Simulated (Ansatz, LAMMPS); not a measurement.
**Structural relaxation of a frame of liquid 52SiO2-48Li2O (mol %) from 2790 K (69 atoms)**

Aim: bring a frame of liquid 52SiO2-48Li2O (mol %) from 2790 K (69 atoms) to a nearby minimum of the energy and see what moves.

Method: Kohn-Sham DFT, revPBE, PAW (set soft_2), plane waves, in Ansatz 0.2.0.

### Step 1. The starting structure

The cell holds 69 atoms: 12 Si, 22 Li and 35 O. Cell: a = 9.078 Å, b = 9.078 Å, c = 9.078 Å, α = 90.0°, β = 90.0°, γ = 90.0°. 69 atoms (12 Si, 22 Li, 35 O) placed at random at 2.33 g/cm³, melted at 4000 K for 10 ps at fixed volume with the Morse and Coulomb pair potential with partial charges (Pedone, Malavasi, Menziani, Cormack and Segre, J. Phys. Chem. B 110, 11780 (2006)). Snapshot at the end of a hold of 10 ps at 2790 K and fixed volume.

What the set-up can't give: The starting topology of bonds comes from the classical model. Only the Γ point is sampled, in a cell whose shortest periodic width is 9 Å.

### Step 2. Single point at the start

A single point comes first, to see the forces before anything moves.

Input file input.yaml:

```yaml
crystal:
  lattice:
    - [9.0778, 0.0, 0.0]
    - [0.0, 9.0778, 0.0]
    - [0.0, 0.0, 9.0778]
  atoms:
    - { symbol: Si, position: [0.43049, 0.76262, 0.61441] }
    - { symbol: Si, position: [0.37685, 0.92647, 0.91014] }
    - { symbol: Si, position: [0.71176, 0.82494, 0.90743] }
    - { symbol: Si, position: [0.99151, 0.65624, 0.27688] }
    [... 59 atom lines left out ...]
    - { symbol: O, position: [0.53887, 0.88007, 0.87982] }
    - { symbol: O, position: [0.67521, 0.44094, 0.84928] }
    - { symbol: O, position: [0.60419, 0.51913, 0.27538] }
    - { symbol: O, position: [0.30621, 0.91935, 0.70575] }
    - { symbol: O, position: [0.97519, 0.54405, 0.16288] }
    - { symbol: O, position: [0.25657, 0.84676, 0.00838] }
kpoints:
  mp_grid: { grid: [1, 1, 1] }
hamiltonian:
  xc: revpbe
scf:
  occupations: { method: gaussian, width: 0.025 }
output:
  forces: true
  stress: true
  populations: true
  dos:
    method: { smearing: { sigma: 0.15 } }
    de: 0.1
    projected: { site_lists: { Li: [Li], O: [O], Si: [Si] } }
  eigenvalues: true
```

Run with:

```bash
> ansatz run input.yaml --threads 4 --pin off --max-ram 8192MiB --backend cpu --events-out ev --progress --plain --runs-dir out
```

Wall time 3.1 s (4 threads of AMD EPYC 9R45, shared host); peak memory 0.93 GiB.

The run gave:

```
free energy                                      : -32119.9148 eV
free energy per atom                             : -465.5060 eV/atom
SCF cycles                                       : 11
pressure                                         : 14.24 GPa
r.m.s. force component                           : 2.871 eV/Å
longest force                                    : 14.11 eV/Å
Fermi energy                                     : 5.26 eV
gap (highest filled to lowest empty level) : 1.231 eV
spilling of the projection                       : 0.01289
```

The r.m.s. force component of 2.9 eV/Å and the pressure of 14 GPa set the starting point.

Length of the force by element:

| element | coordination | atoms | mean length of the force (eV/Å) | spread | least | most |
| --- | --- | --- | --- | --- | --- | --- |
| Li | all | 22 | 1.54 | 0.606 | 0.442 | 2.89 |
| O | all | 35 | 4.26 | 3.12 | 0.611 | 14.1 |
| Si | all | 12 | 7.08 | 2.39 | 3.05 | 11.3 |

### Step 3. Relaxation

With the cell held, the atoms are moved downhill towards a nearby minimum.

input.yaml, the sections that differ from step 2:

```yaml
output:
  forces: true
relax:
  f_tol: 0.03
  max_steps: 200
# crystal, kpoints, hamiltonian, scf: as in step 2
```

Wall time 54 s (4 threads); peak memory 0.91 GiB; 3.1 min of CPU time.

Relaxation path (22 of 36):

| step | energy less that of the first step (eV) | largest force component (eV/Å) |
| --- | --- | --- |
| 1 | 0.0000 | 12.5360 |
| 3 | -19.6623 | 1.8702 |
| 4 | -23.1955 | 0.9737 |
| 6 | -26.1439 | 0.7479 |
| 8 | -28.2843 | 0.6535 |
| 9 | -28.9287 | 0.7018 |
| 11 | -29.7805 | 0.5784 |
| 13 | -30.2920 | 0.4514 |
| 14 | -30.4564 | 0.4314 |
| 16 | -30.6721 | 0.1808 |
| 18 | -30.8169 | 0.1490 |
| 19 | -30.8541 | 0.1643 |
| 21 | -30.9119 | 0.2005 |
| 23 | -31.0041 | 0.2672 |
| 24 | -31.0965 | 0.2051 |
| 26 | -31.1845 | 0.2622 |
| 28 | -31.2872 | 0.3735 |
| 29 | -31.3196 | 0.0836 |
| 31 | -31.3339 | 0.0924 |
| 33 | -31.3302 | 0.0696 |
| 34 | -31.3386 | 0.0484 |
| 36 | -31.3401 | 0.0281 |

Relaxation steps 28, 33, 35 were tried and not accepted.

The atoms that moved most (Å):

| atom | dx | dy | dz | length |
| --- | --- | --- | --- | --- |
| Li34 | 0.222 | -0.201 | -1.887 | 1.910 |
| Li19 | -0.442 | 0.536 | -1.539 | 1.689 |
| Li33 | -0.362 | -1.376 | 0.868 | 1.667 |
| Li21 | -0.350 | 0.199 | -1.537 | 1.589 |
| Li31 | -0.761 | 0.809 | -0.899 | 1.429 |
| Li29 | 0.639 | -1.045 | 0.724 | 1.423 |
| Li30 | -0.010 | 0.765 | 1.012 | 1.269 |
| O53 | -0.477 | 0.844 | 0.612 | 1.146 |

The relaxation changed the energy by -454 meV/atom, and atoms moved by 0.77 Å r.m.s., 1.9 Å at most.

### Step 4. Structure statistics after relaxation

Bonds before and after, by the cutoffs listed below:

| pair | bonds before | bonds after | mean before (Å) | mean after (Å) | spread before (Å) | spread after (Å) |
| --- | --- | --- | --- | --- | --- | --- |
| O-Li | 81 | 88 | 2.140 | 2.049 | 0.229 | 0.153 |
| O-Si | 48 | 49 | 1.642 | 1.671 | 0.162 | 0.079 |

Density 2.33 g/cm³, 10.84 Å³ an atom.

Pair distribution functions g(r), in bins of 0.2 Å:

| r (Å) | total | O-O | O-Li | O-Si | Li-Li | Li-Si | Si-Si |
| --- | --- | --- | --- | --- | --- | --- | --- |
| 1.50 | 0.35 | 0.00 | 0.00 | 2.00 | 0.00 | 0.00 | 0.00 |
| 1.70 | 1.64 | 0.00 | 0.00 | 9.28 | 0.00 | 0.00 | 0.00 |
| 1.90 | 1.64 | 0.00 | 4.37 | 1.25 | 0.00 | 0.00 | 0.00 |
| 2.10 | 0.95 | 0.00 | 2.84 | 0.00 | 0.26 | 0.00 | 0.00 |
| 2.30 | 0.36 | 0.17 | 0.82 | 0.00 | 0.45 | 0.00 | 0.00 |
| 2.50 | 0.52 | 0.60 | 0.19 | 0.00 | 2.21 | 0.54 | 0.68 |
| 2.70 | 1.61 | 3.85 | 0.31 | 0.00 | 2.38 | 2.46 | 0.00 |
| 2.90 | 1.06 | 1.58 | 0.69 | 0.08 | 0.92 | 2.65 | 0.97 |
| 3.10 | 0.94 | 1.11 | 0.71 | 0.29 | 0.77 | 1.98 | 2.56 |
| 3.30 | 1.10 | 1.31 | 0.74 | 1.17 | 1.04 | 1.34 | 1.95 |
| 3.50 | 1.08 | 0.95 | 0.89 | 1.45 | 0.90 | 1.75 | 0.35 |
| 3.70 | 0.97 | 0.93 | 1.12 | 1.25 | 1.27 | 0.08 | 0.29 |
| 3.90 | 0.88 | 0.48 | 0.89 | 1.38 | 0.97 | 0.89 | 0.82 |
| 4.10 | 0.94 | 0.32 | 1.26 | 1.64 | 0.74 | 0.53 | 0.98 |
| 4.30 | 1.20 | 0.76 | 1.71 | 1.62 | 0.60 | 0.49 | 1.35 |

Bonds by pair of elements; cutoffs follow the first minimum of g(r), held within bounds set by covalent radii, and pairs that aren't listed don't count as bonded (cutoffs were set anew for this text, so counts can differ from the run's own analysis):

| pair A-B | cutoff (Å) | bonds | mean length (Å) | spread (Å) | shortest (Å) | B about A | A about B |
| --- | --- | --- | --- | --- | --- | --- | --- |
| O-Li | 2.58 | 88 | 2.05 | 0.153 | 1.83 | 2.51 | 4 |
| O-Si | 2.16 | 49 | 1.67 | 0.079 | 1.58 | 1.4 | 4.08 |

How many atoms have how many bonded neighbours:

| element | mean | 2 | 3 | 4 | 5 | 6 |
| --- | --- | --- | --- | --- | --- | --- |
| Li | 4 | 0 | 7 | 9 | 5 | 1 |
| O | 3.91 | 2 | 9 | 15 | 8 | 1 |
| Si | 4.08 | 0 | 0 | 11 | 1 | 0 |

Bond angles, per cent of each kind in bins of 5°:

| angle (°) | O-Li-O | Li-O-Si | Li-O-Li | O-Si-O | Si-O-Si |
| --- | --- | --- | --- | --- | --- |
| 60–65 | 0.0 | 0.0 | 1.0 | 0.0 | 0.0 |
| 65–70 | 1.4 | 0.0 | 3.1 | 0.0 | 0.0 |
| 70–75 | 5.0 | 1.0 | 12.4 | 0.0 | 0.0 |
| 75–80 | 5.7 | 2.0 | 15.5 | 0.0 | 0.0 |
| 80–85 | 2.1 | 8.9 | 13.4 | 2.6 | 0.0 |
| 85–90 | 8.6 | 5.0 | 5.1 | 4.0 | 0.0 |
| 90–95 | 9.3 | 7.9 | 7.2 | 1.3 | 12.5 |
| 95–100 | 11.4 | 11.9 | 4.1 | 4.0 | 0.0 |
| 100–105 | 10.0 | 7.9 | 1.0 | 18.4 | 0.0 |
| 105–110 | 9.3 | 6.9 | 5.1 | 25.0 | 0.0 |
| 110–115 | 9.3 | 11.9 | 7.2 | 21.1 | 6.2 |
| 115–120 | 2.1 | 7.9 | 6.2 | 15.8 | 12.5 |
| 120–125 | 7.1 | 6.9 | 2.1 | 5.3 | 6.2 |
| 125–130 | 1.4 | 3.0 | 2.1 | 1.3 | 12.5 |
| 130–135 | 1.4 | 4.0 | 1.0 | 0.0 | 0.0 |
| 135–140 | 1.4 | 1.0 | 1.0 | 0.0 | 12.5 |
| 140–145 | 5.0 | 2.0 | 3.1 | 0.0 | 6.2 |
| 145–150 | 3.6 | 2.0 | 2.1 | 0.0 | 6.2 |
| 150–155 | 1.4 | 3.0 | 3.1 | 0.0 | 18.8 |
| 155–160 | 0.0 | 2.0 | 3.1 | 0.0 | 0.0 |
| 160–165 | 1.4 | 3.0 | 1.0 | 1.3 | 0.0 |
| 165–170 | 1.4 | 2.0 | 0.0 | 0.0 | 0.0 |
| 170–175 | 0.7 | 0.0 | 0.0 | 0.0 | 0.0 |
| 175–180 | 0.7 | 0.0 | 0.0 | 0.0 | 6.2 |

Bond angles (no mean is given where the spread exceeds 20°):

| angle | count | mean (°) | spread (°) |
| --- | --- | --- | --- |
| O-Li-O | 140 | - | - |
| Li-O-Si | 101 | - | - |
| Li-O-Li | 97 | - | - |
| O-Si-O | 76 | 109 | 10.7 |
| Si-O-Si | 16 | - | - |

Oxygen atoms by the number of network formers (Si, P, Ge, B, Al, As, Ga) bound to them:

| network formers bound to O | O atoms | per cent |
| --- | --- | --- |
| 0 | 1 | 2.9 |
| 1 | 20 | 57.1 |
| 2 | 13 | 37.1 |
| 3 | 1 | 2.9 |

Network units: each former by its oxygen neighbours and how many of them bridge to another former:

| former | O neighbours | bridging O | atoms |
| --- | --- | --- | --- |
| Si | 4 | 1 | 3 |
| Si | 4 | 2 | 2 |
| Si | 4 | 3 | 5 |
| Si | 4 | 4 | 1 |
| Si | 5 | 3 | 1 |

Bond length by coordination (bonds to H left out):

| element | coordination | atoms | mean bond length (Å) |
| --- | --- | --- | --- |
| Li | 3 | 7 | 1.96 |
| Li | 4 | 9 | 2.02 |
| Li | 5 | 5 | 2.12 |
| Li | 6 | 1 | 2.21 |
| O | 2 | 2 | 1.64 |
| O | 3 | 9 | 1.83 |
| O | 4 | 15 | 1.91 |
| O | 5 | 8 | 2.00 |
| O | 6 | 1 | 1.98 |
| Si | 4 | 11 | 1.66 |
| Si | 5 | 1 | 1.78 |

Rings of the network by King's shortest-path rule, up to 12 atoms, one path for each pair of neighbours; H, halogens, alkali and alkaline-earth atoms are left out, and the last column divides by all other atoms, bonded or not:

| ring size (atoms) | rings | per network atom |
| --- | --- | --- |
| 4 | 1 | 0.021 |

For some of the pairs, g(r) has its first main peak near 2.7 Å (O-O), 2.0 Å (O-Li), 1.6 Å (O-Si), 2.7 Å (Li-Li), 2.9 Å (Li-Si) and 3.2 Å (Si-Si). By these cutoffs 41 % of Li atoms have 4, 43 % of O atoms have 4 and 92 % of Si atoms have 4 bonded neighbours. 37 % of the oxygens bridge two formers (Si) and 57 % are non-bridging; 3 % join three; 3 % join none. The commonest Si unit has 4 oxygens, 3 of them shared with other formers (5 of 12 atoms). All rings counted have 4 atoms.

### Step 5. Single point at the relaxed geometry

The electronic structure is read at the final geometry, in a run of its own.

Input file input.yaml:

```yaml
crystal:
  lattice:
    - [9.0778, 0.0, 0.0]
    - [0.0, 9.0778, 0.0]
    - [0.0, 0.0, 9.0778]
  atoms:
    - { symbol: Si, position: [0.4297, 0.76364, 0.63955] }
    - { symbol: Si, position: [0.41244, 0.94231, 0.94098] }
    - { symbol: Si, position: [0.74551, 0.81807, 0.98671] }
    - { symbol: Si, position: [0.93499, 0.66714, 0.25549] }
    [... 59 atom lines left out ...]
    - { symbol: O, position: [0.58139, 0.87871, 0.95697] }
    - { symbol: O, position: [0.62898, 0.41691, 0.87227] }
    - { symbol: O, position: [0.59589, 0.48808, 0.22713] }
    - { symbol: O, position: [0.36071, 0.90629, 0.74975] }
    - { symbol: O, position: [0.95682, 0.52573, 0.1469] }
    - { symbol: O, position: [0.28545, 0.87438, 0.04088] }
kpoints:
  mp_grid: { grid: [1, 1, 1] }
hamiltonian:
  xc: revpbe
scf:
  occupations: { method: gaussian, width: 0.025 }
output:
  forces: true
  stress: true
  populations: true
  dos:
    method: { smearing: { sigma: 0.1 } }
    de: 0.1
    projected: { site_lists: { Li: [Li], O: [O], Si: [Si] } }
  eigenvalues: true
  write_density: true
  write_potential: true
  volumetric_format: npy
```

It took 3 s on 4 threads; peak memory 0.93 GiB.

The run gave:

```
free energy                                      : -32151.2549 eV
free energy per atom                             : -465.9602 eV/atom
SCF cycles                                       : 10
pressure                                         : 2.322 GPa
r.m.s. force component                           : 0.00555 eV/Å
longest force                                    : 0.03805 eV/Å
Fermi energy                                     : 5.724 eV
gap (highest filled to lowest empty level) : 4.005 eV
spilling of the projection                       : 0.01208
```

Löwdin charges by element and coordination (they lack the spilled electrons, 0.057 e an atom on average):

| element | coordination | atoms | mean charge (e) | spread | least | most |
| --- | --- | --- | --- | --- | --- | --- |
| Li | all | 22 | 0.786 | 0.0148 | 0.763 | 0.814 |
| Li | 3 | 7 | 0.790 | 0.017 | 0.768 | 0.814 |
| Li | 4 | 9 | 0.784 | 0.0146 | 0.763 | 0.812 |
| Li | 5 | 5 | 0.779 | 0.0084 | 0.766 | 0.789 |
| Li | 6 | 1 | 0.798 | 0 | 0.798 | 0.798 |
| O | all | 35 | -0.933 | 0.108 | -1.31 | -0.729 |
| O | 2 | 2 | -0.788 | 0.014 | -0.802 | -0.774 |
| O | 3 | 9 | -0.855 | 0.0779 | -0.965 | -0.729 |
| O | 4 | 15 | -0.949 | 0.0639 | -1.01 | -0.842 |
| O | 5 | 8 | -0.981 | 0.0619 | -1.05 | -0.857 |
| O | 6 | 1 | -1.31 | 0 | -1.31 | -1.31 |
| Si | all | 12 | 1.61 | 0.0597 | 1.50 | 1.70 |
| Si | 4 | 11 | 1.61 | 0.0618 | 1.50 | 1.70 |
| Si | 5 | 1 | 1.58 | 0 | 1.58 | 1.58 |

States in the cell by windows of 1 eV, zero at the Fermi level; the larger projections on atomic orbitals stand beside the total:

| from (eV) | to (eV) | total | O p | Si p | Li s |
| --- | --- | --- | --- | --- | --- |
| -14 | -12 | 0.0 | 0.0 | 0.0 | 0.0 |
| -12 | -11 | 3.4 | 2.3 | 0.2 | 0.0 |
| -11 | -10 | 4.6 | 3.1 | 0.4 | 0.0 |
| -10 | -9 | 7.7 | 5.3 | 0.8 | 0.0 |
| -9 | -8 | 11.3 | 8.3 | 1.5 | 0.1 |
| -8 | -7 | 11.9 | 8.8 | 1.6 | 0.2 |
| -7 | -6 | 27.7 | 22.0 | 2.8 | 0.6 |
| -6 | -5 | 35.2 | 30.4 | 2.0 | 1.1 |
| -5 | -4 | 40.3 | 37.2 | 1.0 | 0.7 |
| -4 | -3 | 44.7 | 42.4 | 0.7 | 0.4 |
| -3 | -2 | 21.7 | 20.8 | 0.2 | 0.3 |
| -2 | -1 | 1.6 | 1.5 | 0.0 | 0.1 |
| -1 | 1 | 0.0 | 0.0 | 0.0 | 0.0 |
| 1 | 2 | 0.8 | 0.0 | 0.0 | 0.4 |
| 2 | 3 | 1.2 | 0.0 | 0.0 | 0.6 |
| 3 | 4 | 5.9 | 0.7 | 0.7 | 2.2 |
| 4 | 5 | 14.7 | 1.8 | 3.3 | 3.5 |

Between -26 and -14 eV lie 70 more states.

The stored curve holds about 280 of the 324 electrons; the rest, give or take the few that broadening carries across the Fermi level, lie in deeper levels below its range.

The levels nearest the highest filled one (over half full), pooled over k-points and spins:

| level less the highest filled one (eV) | occupation |
| --- | --- |
| -0.593 | 2 |
| -0.538 | 2 |
| -0.358 | 2 |
| -0.217 | 2 |
| -0.0577 | 2 |
| 0 | 2 |
| 4.01 | 0 |
| 5.61 | 0 |
| 5.64 | 0 |
| 5.95 | 0 |
| 6.04 | 0 |
| 6.17 | 0 |

Mean Löwdin charges: Li +0.79, O -0.93, Si +1.61 e (they miss 1.2 % of the electrons, so they add up to more than the cell's charge). The largest share in the top eV of filled states is O p (97 % of the projected weight), and in the lowest eV of empty states Li s (53 % of the projected weight).

### Step 6. Outcome

| Quantity | Value |
| --- | --- |
| energy change in the relaxation | -454.2 meV/atom |
| r.m.s. displacement | 0.773 Å |
| largest displacement | 1.91 Å |
| free energy per atom | -465.9602 eV/atom |
| pressure | 2.322 GPa |
| r.m.s. force component | 0.00555 eV/Å |
| gap (highest filled to lowest empty level) | 4.005 eV |
| wall time of the 3 DFT runs | 60 s |

In words: Relaxation lowers the energy by 454 meV/atom and moves atoms by 0.77 Å r.m.s.; the r.m.s. force component goes from 2.9 to 0.0056 eV/Å, the pressure goes from 14 to 2.3 GPa, and the gap from 1.23 to 4.01 eV. By the final cutoffs 22 of 129 bonded pairs parted and 30 joined. First to last step the energy falls by 31.340 eV; the largest move, 1.91 Å, is that of Li34. The O-Li bonds change most in mean length: from 2.140 Å (spread 0.229) to 2.049 Å (spread 0.153), and their number from 81 to 88. By these cutoffs 41 % of Li atoms have 4, 43 % of O atoms have 4 and 92 % of Si atoms have 4 bonded neighbours. 37 % of the oxygens bridge two formers (Si) and 57 % are non-bridging; 3 % join three; 3 % join none. Between filled and empty levels lie 4.01 eV (at Γ alone); a semilocal functional tends to put such gaps too low. In a disordered cell it changes from sample to sample and from frame to frame.

What to keep in mind: The network of bonds at the start is that of the classical potential that made the cell; in DFT 22 of its 129 bonded pairs passed out of the cutoffs and 30 came within them. The pressure of 2.3 GPa says that the cell would expand at this level of theory.

[Logs are printed without paths, hosts, clocks, repeated set-up lines and the standing remarks that a program may print on its own settings, such as how far it seeks lower states.]

[Hosts, paths, dates, database ids (printed as entryN), source tags and the programs' standing remarks are cut or masked in the printed files.]
